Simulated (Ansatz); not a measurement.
Rows from a G0W0 calculation on SiO2 (P3_221) (Ansatz 0.2.0; G0W0 on PBE, plane waves, PAW; 6×6×4 mesh, 288 empty bands, screening to 108 eV, hard PAW files), in eV. Spin-orbit coupling is left out.

```tsv
row	k	band	start	Σx	Σc at the solution	Vxc
A	(0.333, 0.333, 0.000)	c1	11.448	-8.521	-3.743	-13.847
B	(0.333, 0.333, 0.000)	v2	2.089	-26.573	4.313	-20.547
C	Γ	c2	11.838	-6.532	-3.876	-11.905
D	Γ	c1	8.519	-7.846	-3.405	-12.429
E	(0.333, 0.333, 0.000)	v1	2.524	-26.835	4.266	-20.914
F	Γ	v1	2.208	-26.274	4.247	-20.309
```

Give the quasiparticle energies and the shift of each level.

The quasiparticle equation reads E = start + Σx + Σc(E) − Vxc.

```tsv
row	E (eV)	shift (eV)
A	13.030	+1.583
B	0.376	−1.714
C	13.335	+1.497
D	9.696	+1.178
E	0.869	−1.655
F	0.491	−1.718
```

The gap over the computed points goes from 5.99 eV to 8.83 eV.

Limits: not at the basis limit.

[Paths, hosts, dates, memory and timing lines, banners, echoed tables and standing remarks are left out of the program output.]

[Logs are printed without paths, hosts, clocks, repeated set-up lines and the standing remarks that a program may print on its own settings, such as how far it seeks lower states.]

[Runs of the session that timed out or met a known fault of the program may be left out.]

[Cells called generated may have been cut or substituted from an entry of the Crystallography Open Database or the Materials Project.]

[Hosts, paths, dates, database ids (printed as entryN), source tags and the programs' standing remarks are cut or masked in the printed files.]
